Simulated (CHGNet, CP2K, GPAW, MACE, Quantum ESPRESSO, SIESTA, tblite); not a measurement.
**A faulty SIESTA run on random packing of B (94 atoms)**

Program: SIESTA 5.4.2, a calculation on a cell of 94 B, 8.56 Å³ an atom.

Input file input.fdf:

```
SystemLabel cell
NumberOfAtoms 94
NumberOfSpecies 1
%block ChemicalSpeciesLabel
  1 5 B
%endblock ChemicalSpeciesLabel
LatticeConstant 1.0 Ang
%block LatticeVectors
  9.30110 0.00000 0.00000
  0.00000 9.30110 0.00000
  0.00000 0.00000 9.30110
%endblock LatticeVectors
PAO.BasisSize DZP
PAO.EnergyShift 0.3 Ry
XC.Functional GGA
XC.Authors PBE
MeshCutoff 300 Ry
%block kgrid_Monkhorst_Pack
  1 0 0 0.0
  0 1 0 0.0
  0 0 1 0.0
%endblock kgrid_Monkhorst_Pack
SolutionMethod diagon
OccupationFunction FD
ElectronicTemperature 580 K
SCF.Mixer.Method Pulay
SCF.Mixer.Weight 0.05
SCF.Mixer.History 8
SCF.Mix Hamiltonian
MaxSCFIterations 60
SCF.DM.Tolerance 1e-04
SCF.H.Tolerance 1.0e-3 eV
WriteForces T
Write.HirshfeldPop T
Write.VoronoiPop T
Write.DM F
Write.H F
XML.Write F
AtomicCoordinatesFormat Fractional
%block AtomicCoordinatesAndAtomicSpecies
  0.41605 0.36062 0.66431 1
  0.79921 0.00688 0.54809 1
  0.81208 0.00664 0.82895 1
  0.63941 0.62551 0.42768 1
  0.33737 0.18756 0.68464 1
  0.05917 0.68117 0.40164 1
  0.58711 0.98118 0.05644 1
  0.86024 0.44912 0.48043 1
  0.95163 0.89222 0.45353 1
  0.53680 0.50125 0.61363 1
[... 80 atom lines left out ...]
  0.31514 0.20991 0.44728 1
  0.20977 0.50902 0.30323 1
  0.46826 0.28432 0.35791 1
  0.74271 0.76663 0.37262 1
%endblock AtomicCoordinatesAndAtomicSpecies
```

Launch:

```console
$ OMP_NUM_THREADS=1 mpirun -np 2 siesta < input.fdf > output.txt
```

Log:

```text
Version         : 5.4.2
reinit: System Name:
reinit: System Label: cell
initatom: Reading input for the pseudopotentials and atomic orbitals ----------
Species number:   1 Atomic number:    5 Label: B
Ground state valence configuration (from tables):   2s02  2p01  3d00  4f00
---- Processing specs for species: B
GGA--PBE XC_GGA_X_PBE--XC_GGA_C_PBE pb
B pseudopotential only contains V_ls up to l=1 -- lmxkb reset.
Using PAO.SplitTailNorm
%block ChemicalSpeciesLabel
    1    5 B                       # Species index, atomic number, species label
%endblock ChemicalSpeciesLabel
%block PAO.Basis                 # Define Basis set
B                     2                    # Species label, number of l-shells
 n=2   0   2                         # n, l, Nzeta
   3.027      2.457
   1.000      1.000
 n=2   1   2 P   1                   # n, l, Nzeta, Polarization, NzetaPol
   3.170      2.539
   1.000      1.000
%endblock PAO.Basis
coor:   Atomic-coordinates input format  =     Fractional
siesta: System type = bulk
initatomlists: Number of atoms, orbitals, and projectors:     94  1222   752
[... lines left out ...]
Total number of electrons:   282.000000
[... lines left out ...]
stepf: Fermi-Dirac step function
        iscf     Eharris(eV)        E_KS(eV)     FreeEng(eV)     dDmax    Ef(eV) dHmax(eV)
[... lines left out ...]
SCF Convergence by DM+H criterion
[... lines left out ...]
SCF cycle converged after 21 iterations
[... lines left out ...]
siesta: E_KS(eV) =            -6920.1022
siesta: E_KS - E_eggbox =     -6920.1022
siesta: Atomic forces (eV/Ang):
     1   -1.919507    0.541866   -0.803885
     2   -2.114031   -1.628368   -1.372701
     3    1.010339    1.959537    3.607756
[...]
93    1.601399   -0.019645   -1.504159
    94    0.392706    1.231132   -0.172689
----------------------------------------
   Tot   -0.143651    0.099589    0.220909
----------------------------------------
   Max    6.517208
   Res    1.853938    sqrt( Sum f_i^2 / 3N )
----------------------------------------
   Max    6.517208    constrained
Stress tensor Voigt[x,y,z,yz,xz,xy] (kbar):     1905.70     1874.42     1860.16      -28.87       10.03       10.19
(Free)E + p*V (eV/cell)    -7864.5773
Target enthalpy (eV/cell)    -6920.3594
siesta: Program's energy decomposition (eV):
siesta: Ebs     =      -645.913166
siesta: Eions   =     14676.487239
siesta: Ena     =      4203.580241
siesta: Ekin    =      5711.124039
siesta: Enl     =       277.240119
siesta: DEna    =       642.777876
siesta: DUscf   =        59.097303
siesta: Ex      =     -2797.084876
siesta: Ec      =      -340.349660
siesta: Exc     =     -3137.434536
siesta: Eharris =     -6920.102205
siesta: Etot    =     -6920.102197
siesta: FreeEng =     -6920.359448
siesta: Final energy (eV):
siesta:  Band Struct. =    -645.913166
siesta:       Kinetic =    5711.124039
siesta:       Hartree =     993.013382
siesta:         Exch. =   -2797.084876
siesta:         Corr. =    -340.349660
siesta:   Exch.-corr. =   -3137.434536
siesta:  Ion-electron =   -4643.133880
siesta:       Ion-ion =   -5843.671203
siesta:         Total =   -6920.102197
siesta:         Fermi =       3.494473
siesta: Stress tensor (static) (eV/Ang**3):
siesta:     1.189446    0.006362    0.006262
siesta:     0.006362    1.169919   -0.018019
siesta:     0.006263   -0.018019    1.161023
siesta: Cell volume =        804.642451 Ang**3
siesta: Pressure (static):
siesta:                Solid            Molecule  Units
siesta:          -0.01278062         -0.01258024  Ry/Bohr**3
siesta:          -1.17346265         -1.15506444  eV/Ang**3
siesta:       -1880.09443142      -1850.61725085  kBar
    Orbital volume contribution        =           8.931834 eV
    (Free)E + p_basis*V_orbitals       =       -6911.427614 eV
    (Free)Eharris+ p_basis*V_orbitals  =       -6911.427622 eV
Hirshfeld Atomic Populations:
Atom #   charge [q] valence [e]  Species
     1     0.013789    2.986211  B
     2     0.044567    2.955433  B
     3     0.018625    2.981375  B
[...]
--------------------
 Total    -0.000046
Voronoi Atomic Populations:
Atom #   charge [q] valence [e]  Species
[...]
93    -0.036272    3.036272  B
    94    -0.028493    3.028493  B
--------------------
 Total    -0.000046
```

The job ended after 34 s (2 MPI ranks of Arm Neoverse V2, shared host; peak memory 0.63 GiB; 69 s of CPU time).

Banners, paths, timers and routine set-up lines are dropped from the logs unmarked, and long logs keep their key lines alone; longer cuts are marked.

Against a plane-wave PBE reference:

* r.m.s. difference of force components: 1330 meV/Å
* longest difference of force vectors: 5569 meV/Å
* force difference over r.m.s. force: 120.2 %
* slope of forces against the reference's: 1.183

Q: Name the fault.

Orbitals confined far too tightly: energy shift 0.3 Ry. The sound run has energy shift 0.01 Ry.

The run converged all the same, so the exit status doesn't show the fault.

[Also dropped from logs without a mark: logging warnings of Python, and SIESTA's first energy breakdown and zero terms.]

[Logs are printed without paths, hosts, clocks, repeated set-up lines and the standing remarks that a program may print on its own settings, such as how far it seeks lower states.]

[Hosts, paths, dates, database ids (printed as entryN), source tags and the programs' standing remarks are cut or masked in the printed files.]
